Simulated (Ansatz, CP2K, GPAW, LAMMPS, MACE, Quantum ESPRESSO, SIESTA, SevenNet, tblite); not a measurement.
# GPAW on liquid 68TiO2-32SiO2 (mol %) at 3000 K (93 atoms): settings against a plane-wave reference

Wanted: GPAW inputs and outputs for liquid 68TiO2-32SiO2 (mol %) at 3000 K (93 atoms), checked against a plane-wave reference.

Program: GPAW 26.7.0. Level of theory: the method is named at each step. Values are calculated unless marked as measured.

## Step 1: Set-up

The cell holds 93 atoms: 21 Ti, 10 Si and 62 O. Cell: a = 11.642 Å, b = 11.642 Å, c = 11.642 Å, α = 90.0°, β = 90.0°, γ = 90.0°. 93 atoms (21 Ti, 10 Si, 62 O) placed at random at 3.07 g/cm³, melted at 4000 K for 10 ps at fixed volume with the Morse and Coulomb pair potential with partial charges (Pedone, Malavasi, Menziani, Cormack and Segre, J. Phys. Chem. B 110, 11780 (2006)). Snapshot at the end of a hold of 10 ps at 3000 K and zero pressure.

The yardstick, on the same geometry:

```
method                                           : Kohn-Sham DFT, PBE, PAW, plane waves (Ansatz 0.2.0); cutoff 420 eV, Γ point, fermi-dirac smearing of 0.05 eV; PAW set soft_2
r.m.s. force component                           : 2.877 eV/Å
longest force                                    : 11.96 eV/Å
pressure                                         : 5.426 GPa
gap (highest filled to lowest empty level) : 0.7041 eV
SCF cycles                                       : 16
time                                             : 19 s on 8 threads of Arm Neoverse V2, shared host
CPU time                                         : 2.4 min
```

## Step 2: PBE, LCAO dzp, h 0.18 Å

Method: Kohn-Sham DFT, PBE, PAW, atomic orbitals (dzp).

run.py

```python
import numpy as np
from ase.io import read
from gpaw import GPAW, FermiDirac

atoms = read("structure.xyz")
atoms.calc = GPAW(
    mode="lcao",
    basis="dzp",
    h=0.18,
    xc="PBE",
    kpts={"size": (1, 1, 1), "gamma": True},
    occupations=FermiDirac(0.05),
    maxiter=200,
    symmetry={"point_group": False},
    txt="gpaw.txt",
)
energy = atoms.get_potential_energy(force_consistent=True)
forces = atoms.get_forces()
print(f"energy {energy:.6f} eV")
print("forces (eV/A)")
for i, (a, f) in enumerate(zip(atoms, forces)):
    print(f"{i:4d} {a.symbol:2s} {f[0]:10.5f} {f[1]:10.5f} {f[2]:10.5f}")
print(f"Fermi level {atoms.calc.get_fermi_level():.4f} eV")
for k in range(len(atoms.calc.get_ibz_k_points())):
    for s in range(atoms.calc.get_number_of_spins()):
        e = atoms.calc.get_eigenvalues(kpt=k, spin=s)
        n = np.searchsorted(e, atoms.calc.get_fermi_level())
        print(f"k {k} spin {s} levels about the Fermi level:", np.round(e[max(n - 6, 0):n], 4).tolist(), "|", np.round(e[n:n + 6], 4).tolist())
```

structure.xyz

```xyz
93
Lattice="11.64156 0.00000 0.00000 0.00000 11.64156 0.00000 0.00000 0.00000 11.64156" Properties=species:S:1:pos:R:3 pbc="T T T"
Ti 6.75408 11.59336 5.09283
Ti 4.48805 9.40417 6.44931
Ti 6.53965 0.99617 1.89874
Ti 1.21538 0.91549 3.06522
Ti 10.63503 7.72487 7.96818
Ti 6.10390 4.50039 1.24576
Ti 9.20824 3.83403 1.52679
Ti 10.81734 0.99954 0.13958
Ti 7.08342 3.73624 8.76190
Ti 3.99131 8.28565 2.91924
Ti 1.36451 4.00120 10.42246
Ti 9.74515 4.83241 10.26285
Ti 2.07697 9.59753 4.63707
Ti 11.44540 11.22421 8.56667
Ti 6.76933 7.65456 0.52620
Ti 0.47521 6.80181 2.17511
Ti 10.39277 8.90184 3.68549
Ti 8.23745 8.02790 5.75198
Ti 9.85388 0.70536 5.59959
Ti 3.89911 9.13257 11.43469
Ti 3.82251 2.19408 1.00374
Si 9.10777 9.98671 1.29023
Si 0.20349 5.58387 6.02684
Si 11.60163 3.93392 3.36534
Si 4.89446 6.11520 7.09006
Si 6.90368 5.29854 4.45290
Si 9.02128 4.05417 6.14779
Si 3.23682 11.15727 8.69531
Si 2.54554 4.14754 7.55037
Si 1.04332 7.72476 10.58718
Si 4.95139 1.76649 7.45886
O 11.27101 3.70562 10.11209
O 0.62480 8.65794 4.29108
O 1.11235 4.52938 7.07574
O 2.15800 3.81587 9.00021
O 5.83452 2.48699 8.53315
O 1.86218 5.72078 11.05552
O 3.80155 0.85728 8.22243
O 0.39640 4.79167 2.16917
O 2.42633 2.61923 11.23096
O 2.07173 10.88439 3.41435
O 10.82397 0.41432 7.15711
O 3.84451 9.46762 1.57173
O 5.71694 0.83819 6.32276
O 10.38392 7.21032 3.15626
O 7.79670 4.49760 10.02047
O 8.33280 11.57602 5.75733
O 5.27514 1.30455 0.71561
O 10.31594 9.81628 2.17127
O 6.41846 0.30885 3.61505
O 9.79730 5.18177 0.44622
O 4.69353 3.74509 1.22818
O 2.47360 8.19810 10.87566
O 2.35229 7.54361 2.57616
O 8.39042 3.82856 7.51684
O 9.13839 7.70345 7.16759
[... 33 atom lines left out ...]
O 6.34442 9.78264 5.75279
O 10.09149 5.88760 8.91173
O 7.30962 3.04625 1.33925
O 6.67737 4.90645 2.72133
```

Started as:

```sh
$ OMP_NUM_THREADS=1 python run.py > output.txt
```

The log of the run:

```text
energy -692.317946 eV
forces (eV/A)
   0 Ti   -0.96474   -4.44018   11.70033
   1 Ti    0.80523    0.66510   -2.18860
   2 Ti    4.38801   -1.80018   -1.93514
   3 Ti   -0.14788    0.09486    0.73341
   4 Ti    2.54942    1.25827    4.76470
   5 Ti    4.37173   -0.01855   -4.19404
   6 Ti   -0.41749   -0.66881   -0.83035
   7 Ti   -4.84240   -2.06782   -2.83480
   8 Ti   -2.42450    2.04649   -5.37812
   9 Ti    1.91401   -1.27347   -3.87804
  10 Ti    0.74219    2.06555    7.82148
  11 Ti    1.08683   -1.12408   -1.32256
  12 Ti   -0.28295   -2.18127   -5.86064
  13 Ti    0.64059   -2.12317   -0.92788
  14 Ti   -2.19553   -1.42355    3.46799
  15 Ti    0.99107   -0.33240    0.39389
  16 Ti    5.49918   -0.72613    0.81117
  17 Ti   -1.44929    9.83185    2.99716
  18 Ti    5.07302    3.75362   -0.20497
  19 Ti   -5.48425    1.83839    1.64520
  20 Ti   -6.87157    2.46777   -4.56386
  21 Si   -7.59464    1.04432   -3.34012
  22 Si    0.61141   -1.63732    0.59828
  23 Si    4.90366   -1.38402    6.21075
[...]
85 O    -0.03055    0.21764    0.45485
  86 O     1.15599    2.78075   -2.45759
  87 O    -1.55703    1.61085   -2.14885
  88 O    -2.03179    2.86512    1.08350
  89 O    -1.34713   -0.94730    0.72954
  90 O    -0.03587    1.73850    0.38509
  91 O     1.45788   -2.43442    0.26645
  92 O     2.72476    3.58474   11.17507
Fermi level 1.8801 eV
k 0 spin 0 levels about the Fermi level: [0.6675, 0.6906, 0.7858, 1.1176, 1.2334, 1.5426] | [2.2178, 2.4554, 2.6029, 2.6395, 2.721, 2.8499]
```

gpaw.txt:

```text
Input parameters:
  mode=LCAO(),
  basis={'default': 'dzp'},
  h=0.18,
  kpts=MonkhorstPack(size=(1, 1, 1), gamma=True),
  maxiter=200,
  occupations=Occupations(name='fermi-dirac', width=0.05, fixmagmom=False),
  symmetry=Symmetry(point_group=False),
  xc=XC(name='PBE')
Unit cell  # Å
| periodic |         x |         y |         z |   lengths |    angles |
|----------|-----------|-----------|-----------|-----------|-----------|
|      yes | 11.641560 |  0.000000 |  0.000000 | 11.641560 | 90.000000 |
|      yes |  0.000000 | 11.641560 |  0.000000 | 11.641560 | 90.000000 |
|      yes |  0.000000 |  0.000000 | 11.641560 | 11.641560 | 90.000000 |
Number of symmetries: 1
Symmetry operations  # r_c * U_cc + t_c -> r_c
|   | kind |            matrix            |
|---|------|------------------------------|
| 0 |  E   |  1, 0, 0,  0, 1, 0,  0, 0, 1 |
BZ-sampling:
  Number of BZ points: 1
  Number of IBZ points: 1
  Monkhorst-Pack size: [1, 1, 1]
  Monkhorst-Pack shift: [0, 0, 0]
[... lines left out ...]
  Fermi-Dirac:
[... lines left out ...]
xc functional:
  name: PBE with 2 nearest neighbor stencil
interpolation: tri-quintic # 5. degree polynomial
Initialization done in: 12.643 s
convergence criteria:
- Maximum [total energy] change in last 3 cyles: 0.0005 eV / valence electron
- Maximum integral of absolute [dens]ity change: 0.0001 electrons / valence electron
- Maximum integral of absolute [eigenst]ate change: 4e-08 eV^2 / valence electron
maximum number of iterations: 200
SCF iterations
|iter     |      energy | eigst |  dens |
|---------|-------------|-------|-------|
|iter:   1| -792.729013 |      c|       |
|iter:   2| -759.709602 |      c| -0.80 |
|iter:   3| -705.090736 |      c| -0.87 |
|iter:   4| -747.931668 |      c| -1.22 |
[...]
|iter:   9| -692.628496 |      c| -1.95 |
|iter:  10| -692.413167 |      c| -2.24 |
|iter:  11| -692.331475c|      c| -2.53 |
|iter:  12| -692.324011c|      c| -2.82 |
|iter:  13| -692.317876c|      c| -3.01 |
|iter:  14| -692.318255c|      c| -3.39 |
|iter:  15| -692.317174c|      c| -3.51 |
|iter:  16| -692.317155c|      c| -3.95 |
|iter:  17| -692.317033c|      c| -4.18c|
Converged in 17 steps
SCF loop duration: 331.296 s (19.488 s/step)
Energy contributions relative to reference atoms: (reference = -693100.585088)
Energy contributions:
  Kinetic:        1006.280494
  Coulomb:       -1022.875540
  Zero:             16.844676
  External:          0.000000
  Xc:             -692.565750
  Entropy:          -0.001827
  Spinorbit:         0.000000
  ----------------------------
  Free energy:    -692.317946
  Extrapolated:   -692.317033
dipole moment: (-39.845308, 16.122480, -39.842132)  # |e|*Ang
Fermi level: 1.880
Eigenvalues  # (at kpt = [0.000, 0.000, 0.000])
| band index |      eig [eV] | occ [0-2] |
|------------|---------------|-----------|
|          0 |       -57.126 |     2.000 |
|        ... |               |           |
|        324 |         0.606 |     2.000 |
|        325 |         0.636 |     2.000 |
[...]
|        339 |         2.989 |     0.000 |
|        ... |               |           |
|        402 |         5.743 |     0.000 |
Gap: 0.675 eV
Transition (v -> c):
  (s=0, k=0, n=331, [0.00, 0.00, 0.00]) -> (s=0, k=0, n=332, [0.00, 0.00, 0.00])
No difference between direct/indirect transitions
Force computation time: 47.943  # s
timing:  # [seconds]
  Total:  391.920  # ━━━━━━━━━━━━━━━━━━━━━━━━━━━━━━━━━━━━━━━━━━━━━━━━━━━━━━━━
  Init:    12.642  # ━━
  SCF:    331.296  # ━━━━━━━━━━━━━━━━━━━━━━━━━━━━━━━━━━━━━━━━━━━━━━━╸
  Forces:  47.943  # ━━━━━━━
```

It took 6.6 min on 1 thread of Arm Neoverse V2, shared host; peak memory 2 GiB.

Banners and routine set-up lines are dropped from the logs; longer cuts are marked.

Against the reference:

```yaml
r_m_s_force_component: 3.108 eV/Å
r_m_s_difference_of_force_components: 370.4 meV/Å
longest_difference_of_force_vectors: 1446 meV/Å
force_difference_over_r_m_s_force: 12.87 %
slope_of_forces_against_the_reference_s: 1.075
correlation_of_force_components: 0.9953
spacing_of_highest_filled_and_lowest_empty_level: 0.6752 eV
gap_difference: -0.0289 eV
```

Length of the force difference by element (eV/Å):

| element | atoms | mean | most |
| --- | --- | --- | --- |
| O | 62 | 0.58 | 1.4 |
| Si | 10 | 0.77 | 1.2 |
| Ti | 21 | 0.45 | 0.86 |

Levels nearest the highest filled one (eV from it): -0.88, -0.85, -0.76, -0.42, -0.31, 0.00, 0.68, 0.91, 1.06, 1.10, 1.18, 1.31.

Local excerpt of 10 atoms (numbers count through the whole input) about Ti1, which bears the longest force; x, y, z are measured from there.

| atom | x | y | z | distance (Å) | bonds | Fx | Fy | Fz (eV/Å) |
| --- | --- | --- | --- | --- | --- | --- | --- | --- |
| Ti1 | 0.00 | 0.00 | 0.00 | 0.00 | 4 | -0.96 | -4.44 | 11.70 |
| O50 | -0.34 | 0.36 | -1.48 | 1.56 | 2 | -3.01 | 3.53 | -10.15 |
| O47 | 1.58 | -0.02 | 0.66 | 1.71 | 2 | -0.55 | -1.75 | 0.73 |
| O44 | -1.04 | 0.89 | 1.23 | 1.84 | 2 | -0.77 | 1.07 | 0.33 |
| O90 | -0.41 | -1.81 | 0.66 | 1.97 | 3 | -1.35 | -0.95 | 0.73 |
| Ti19 | 3.10 | 0.75 | 0.51 | 3.23 | 4 | 5.07 | 3.75 | -0.20 |
| O67 | 2.18 | -2.45 | -0.52 | 3.32 | 2 | -1.60 | 1.10 | 0.71 |
| Ti3 | -0.21 | 1.04 | -3.19 | 3.37 | 4 | 4.39 | -1.80 | -1.94 |
| Ti2 | -2.27 | -2.19 | 1.36 | 3.43 | 5 | 0.81 | 0.67 | -2.19 |
| Si31 | -1.80 | 1.81 | 2.37 | 3.48 | 4 | -4.09 | 1.03 | -1.88 |

Atoms are counted from 1 here, from 0 in the log.

Forces lie 13 % from the reference's, at 2.8 times its CPU time (on 1 against 8 cores).

## Step 3: PBE, plane waves 550 eV

Method: Kohn-Sham DFT, PBE, PAW, plane waves.

run.py, as its differences from that of step 2:

```diff
@@ -2,3 +2,4 @@
 from ase.io import read
-from gpaw import GPAW, FermiDirac
+from gpaw import GPAW, FermiDirac, PW
+from ase.parallel import parprint as print
 
@@ -6,5 +7,3 @@
 atoms.calc = GPAW(
-    mode="lcao",
-    basis="dzp",
-    h=0.18,
+    mode=PW(550),
     xc="PBE",
@@ -14,2 +13,3 @@
     symmetry={"point_group": False},
+    nbands=391,
     txt="gpaw.txt",
@@ -22,2 +22,6 @@
     print(f"{i:4d} {a.symbol:2s} {f[0]:10.5f} {f[1]:10.5f} {f[2]:10.5f}")
+stress = -atoms.get_stress(voigt=False) * 160.21766
+print("stress (GPa, compression positive)")
+for row in stress:
+    print(" ".join(f"{x:10.4f}" for x in row))
 print(f"Fermi level {atoms.calc.get_fermi_level():.4f} eV")
```

structure.xyz is that of step 2.

Started as:

```sh
$ OMP_NUM_THREADS=1 mpirun -np 2 gpaw python run.py > output.txt
```

The log of the run:

```text
energy -729.534968 eV
forces (eV/A)
   0 Ti   -0.90381   -4.25638   11.23176
   1 Ti    0.76311    0.41830   -2.23578
   2 Ti    4.09647   -1.85630   -1.99246
   3 Ti   -0.07697    0.18624    0.75766
   4 Ti    2.55864    1.24424    4.37738
   5 Ti    4.32504   -0.03145   -3.76868
   6 Ti   -0.19939   -0.83518   -1.09280
   7 Ti   -4.49791   -2.04092   -2.58630
   8 Ti   -2.19984    2.29273   -5.09735
   9 Ti    1.69152   -0.95028   -3.93912
  10 Ti    0.90646    1.87707    7.22120
  11 Ti    1.14753   -0.99953   -1.37332
[...]
88 O    -1.64083    2.74814    1.06499
  89 O    -1.50089   -0.85594    0.67293
  90 O    -0.04597    1.62568    0.64504
  91 O     1.46282   -2.32601    0.26274
  92 O     2.47941    3.51374   10.94336
stress (GPa, compression positive)
    0.0546     2.8111     1.3464
    2.8111    -5.0068     0.0911
    1.3464     0.0911     3.5773
Fermi level 1.8541 eV
k 0 spin 0 levels about the Fermi level: [0.6254, 0.6652, 0.7375, 1.063, 1.2, 1.5008] | [2.2078, 2.4442, 2.6125, 2.6704, 2.7484, 2.8854]
```

gpaw.txt:

```text
Input parameters:
  mode=PW(ecut=550.0),
  kpts=MonkhorstPack(size=(1, 1, 1), gamma=True),
  maxiter=200,
  nbands=391,
  occupations=Occupations(name='fermi-dirac', width=0.05, fixmagmom=False),
  symmetry=Symmetry(point_group=False),
  xc=XC(name='PBE')
[... lines left out ...]
  Converge bands: occupied
[... lines left out ...]
  Fermi-Dirac:
[... lines left out ...]
convergence criteria:
- Maximum [total energy] change in last 3 cyles: 0.0005 eV / valence electron
[... lines left out ...]
Converged in 21 steps
[... lines left out ...]
  Free energy:    -729.534968
[... lines left out ...]
Fermi level: 1.854
[... lines left out ...]
|------------|---------------|-----------|
|          0 |       -57.143 |     2.000 |
|        ... |               |           |
|        324 |         0.575 |     2.000 |
|        325 |         0.599 |     2.000 |
[...]
|        ... |               |           |
[...]
Gap: 0.707 eV
Transition (v -> c):
  (s=0, k=0, n=331, [0.00, 0.00, 0.00]) -> (s=0, k=0, n=332, [0.00, 0.00, 0.00])
No difference between direct/indirect transitions
Force computation time: 8.212  # s
Stress tensor  # eV/Ang^3
|         x |         y |         z |
|-----------|-----------|-----------|
[...]
| -0.017545 |  0.031250 | -0.000569 |
| -0.008404 | -0.000569 | -0.022328 |
Stress computation time: 45.874  # s
```

Elapsed: 7.9 min, on 2 MPI ranks; peak memory 2.1 GiB.

Against the reference:

| Item | Value |
| --- | --- |
| r.m.s. force component | 2.973 eV/Å |
| r.m.s. difference of force components | 175.5 meV/Å |
| longest difference of force vectors | 834.7 meV/Å |
| force difference over r.m.s. force | 6.099 % |
| slope of forces against the reference's | 1.032 |
| correlation of force components | 0.9987 |
| gap (highest filled to lowest empty level) | 0.707 eV |
| gap difference | 0.0029 eV |
| pressure | -0.4583 GPa |
| pressure difference | -5.884 GPa |

This run lies far from the reference at the same functional.

Against the first run (13 %), the force difference from the reference is 6.1 %, at 2.4 times the CPU time (on 2 against 1 cores).

The forces add up to 0.57 eV/Å instead of zero, usually a sign of too coarse a grid.

## Step 4: PBE, LCAO szp(dzp), h 0.18 Å

Method: Kohn-Sham DFT, PBE, PAW, atomic orbitals (szp(dzp)).

run.py, as its differences from that of step 3:

```diff
@@ -2,4 +2,3 @@
 from ase.io import read
-from gpaw import GPAW, FermiDirac, PW
-from ase.parallel import parprint as print
+from gpaw import GPAW, FermiDirac
 
@@ -7,3 +6,5 @@
 atoms.calc = GPAW(
-    mode=PW(550),
+    mode="lcao",
+    basis="szp(dzp)",
+    h=0.18,
     xc="PBE",
@@ -13,3 +14,2 @@
     symmetry={"point_group": False},
-    nbands=391,
     txt="gpaw.txt",
@@ -22,6 +22,2 @@
     print(f"{i:4d} {a.symbol:2s} {f[0]:10.5f} {f[1]:10.5f} {f[2]:10.5f}")
-stress = -atoms.get_stress(voigt=False) * 160.21766
-print("stress (GPa, compression positive)")
-for row in stress:
-    print(" ".join(f"{x:10.4f}" for x in row))
 print(f"Fermi level {atoms.calc.get_fermi_level():.4f} eV")
```

structure.xyz is that of step 3.

Started as:

```sh
$ OMP_NUM_THREADS=1 python run.py > output.txt
```

The log of the run:

```text
energy -670.796550 eV
forces (eV/A)
   0 Ti   -1.04740   -4.68882   12.68534
   1 Ti    0.83756    0.64194   -2.57291
   2 Ti    4.78768   -1.72673   -1.96925
   3 Ti   -0.10563    0.03975    0.81440
   4 Ti    2.74686    1.53516    5.33689
   5 Ti    4.90122   -0.06143   -4.60077
   6 Ti   -0.74133   -0.63676   -0.85538
   7 Ti   -5.38972   -2.19976   -3.16177
   8 Ti   -2.81567    2.08404   -5.70818
   9 Ti    2.00049   -1.50081   -3.84787
  10 Ti    0.50549    2.18827    8.68847
  11 Ti    1.03615   -1.21599   -1.35059
[...]
88 O    -2.18208    3.00592    1.10548
  89 O    -1.28845   -0.92990    0.71243
  90 O     0.01558    1.90577    0.23749
  91 O     1.47527   -2.41764    0.27020
  92 O     2.87986    3.74007   11.56757
Fermi level 2.0010 eV
k 0 spin 0 levels about the Fermi level: [0.7748, 0.8257, 0.9328, 1.2898, 1.4097, 1.6945] | [2.3077, 2.5657, 2.6337, 2.6901, 2.7085, 2.8811]
```

gpaw.txt:

```text
Input parameters:
  mode=LCAO(),
  basis={'default': 'szp(dzp)'},
  h=0.18,
  kpts=MonkhorstPack(size=(1, 1, 1), gamma=True),
  maxiter=200,
  occupations=Occupations(name='fermi-dirac', width=0.05, fixmagmom=False),
  symmetry=Symmetry(point_group=False),
  xc=XC(name='PBE')
[... lines left out ...]
  Fermi-Dirac:
[... lines left out ...]
convergence criteria:
- Maximum [total energy] change in last 3 cyles: 0.0005 eV / valence electron
[... lines left out ...]
Converged in 17 steps
[... lines left out ...]
  Free energy:    -670.796550
[... lines left out ...]
Fermi level: 2.001
[... lines left out ...]
|          0 |       -57.116 |     2.000 |
|        ... |               |           |
|        324 |         0.749 |     2.000 |
|        325 |         0.766 |     2.000 |
[...]
|        339 |         3.007 |     0.000 |
|        ... |               |           |
|        402 |         5.823 |     0.000 |
Gap: 0.613 eV
Transition (v -> c):
  (s=0, k=0, n=331, [0.00, 0.00, 0.00]) -> (s=0, k=0, n=332, [0.00, 0.00, 0.00])
No difference between direct/indirect transitions
Force computation time: 29.216  # s
timing:  # [seconds]
  Total:  250.991  # ━━━━━━━━━━━━━━━━━━━━━━━━━━━━━━━━━━━━━━━━━━━━━━━━━━━━━━━━
  Init:    10.570  # ━━╸
  SCF:    211.173  # ━━━━━━━━━━━━━━━━━━━━━━━━━━━━━━━━━━━━━━━━━━━━━━━
  Forces:  29.216  # ━━━━━━╸
```

Elapsed: 4.2 min, on 1 thread; peak memory 1.9 GiB.

Against the reference:

```yaml
r_m_s_force_component: 3.237 eV/Å
r_m_s_difference_of_force_components: 491.9 meV/Å
longest_difference_of_force_vectors: 1828 meV/Å
force_difference_over_r_m_s_force: 17.09 %
slope_of_forces_against_the_reference_s: 1.118
correlation_of_force_components: 0.994
spacing_of_highest_filled_and_lowest_empty_level: 0.6132 eV
gap_difference: -0.0909 eV
```

This is a coarse setting, run to see what it loses.

Against the first run (13 %), the force difference from the reference is 17 %, at 0.64 times the CPU time, with 984 basis functions against 1545: the smaller basis costs accuracy.

[end of part 1 of 2]

[Long decimals in the printed logs are rounded to 6 places.]

[Also dropped from logs without a mark: lines with file paths, logging warnings of Python, QE's lines on negative density and diagonalisation, SIESTA's first energy breakdown, zero terms and Voronoi charges.]

[Logs are printed without paths, hosts, clocks, repeated set-up lines and the standing remarks that a program may print on its own settings, such as how far it seeks lower states.]

[Hosts, paths, dates, database ids (printed as entryN), source tags and the programs' standing remarks are cut or masked in the printed files.]

[Most failed runs of this program on this cell are left out, timed-out ones always.]
